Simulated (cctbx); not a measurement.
**PrV6Sn6: precision against data quality**

Space group Immm (no. 71), a = 5.5780 Å, b = 9.2450 Å, c = 29.1940 Å, α = 90.00°, β = 90.00°, γ = 90.00°.

```
atom  mult.       x       y       z  Ueq (Å²)
 Pr1      2       0       0       0    0.0107
 Pr2      4     1/2       0  0.8301    0.0072
 Sn1      8     1/2  0.3286  0.8346    0.0085
 Sn2      4       0  0.3371       0    0.0083
 Sn3      4       0     1/2  0.7816    0.0085
 Sn4      4       0       0  0.7774    0.0093
 Sn5      4       0     1/2  0.8884    0.0088
 Sn6      4       0       0  0.8872    0.0077
 Sn7      4     1/2     1/2  0.9447    0.0074
 Sn8      4     1/2       0  0.9414    0.0102
  V1     16  0.2497  0.2537  0.5833    0.0128
  V2      8     1/2  0.2497  0.6646    0.0093
  V3      8     1/4     1/4     3/4    0.0097
  V4      4     1/2  0.2509       0    0.0095
```

The model was made for the exercise: a known structure type with other elements put in, its volume estimated, not relaxed; displacement parameters are assumed.

Five simulated data sets (cctbx; Ag Kα, λ = 0.56087 Å; 3 % proportional error) differ in resolution or exposure (noise floor 15 counts in the first three, 8 in the last two). Each is refined with the right model, isotropic at 1.1 Å and anisotropic otherwise. How do the figures of merit and the uncertainties move?

```
d min (Å)  top counts  ⟨I/σ⟩ (unmerged, absences included)  unique  param. (scale apart)   Rint      R1  GooF  largest s.u. xyz (fractional)  s.u. U of V1 (Å²)  largest error (Å)
      1.1       20000                                  3.4     378                    30  0.037  0.0156  0.94                        0.00070             0.0006             0.0085
     0.84       20000                                  3.3     805                    66  0.045  0.0188  0.91                        0.00044             0.0009             0.0023
      0.6       20000                                  2.4    2091                    66  0.065  0.0251  0.91                        0.00030             0.0005             0.0034
     0.75         300                                  0.3    1117                    66  0.579  0.0917  0.93                        0.00607             0.0068             0.0893
     0.75        3000                                  1.3    1117                    66  0.127  0.0330  0.93                        0.00130             0.0019             0.0113
```

The number of reflections grows roughly as 1/d³: 378, 805 and 2091 here. R1 follows the noise rather than the truth: at 300 counts it is 0.0917, at 3000 counts 0.0330, while GooF is 0.93 and 0.93: the weights 1/σ² carry the noise. The s.u. of U (U11 where anisotropic) for V1 goes 0.0006, 0.0009, 0.0005 Å² with resolution and 0.0068, 0.0019 Å² with exposure.

Hardware for the 0.6 Å refinement: 0.92 s on 1 thread of Arm Neoverse N1, on a shared host, peak memory 0.1 GiB.

[Logs are printed without paths, hosts, clocks, repeated set-up lines and the standing remarks that a program may print on its own settings, such as how far it seeks lower states.]
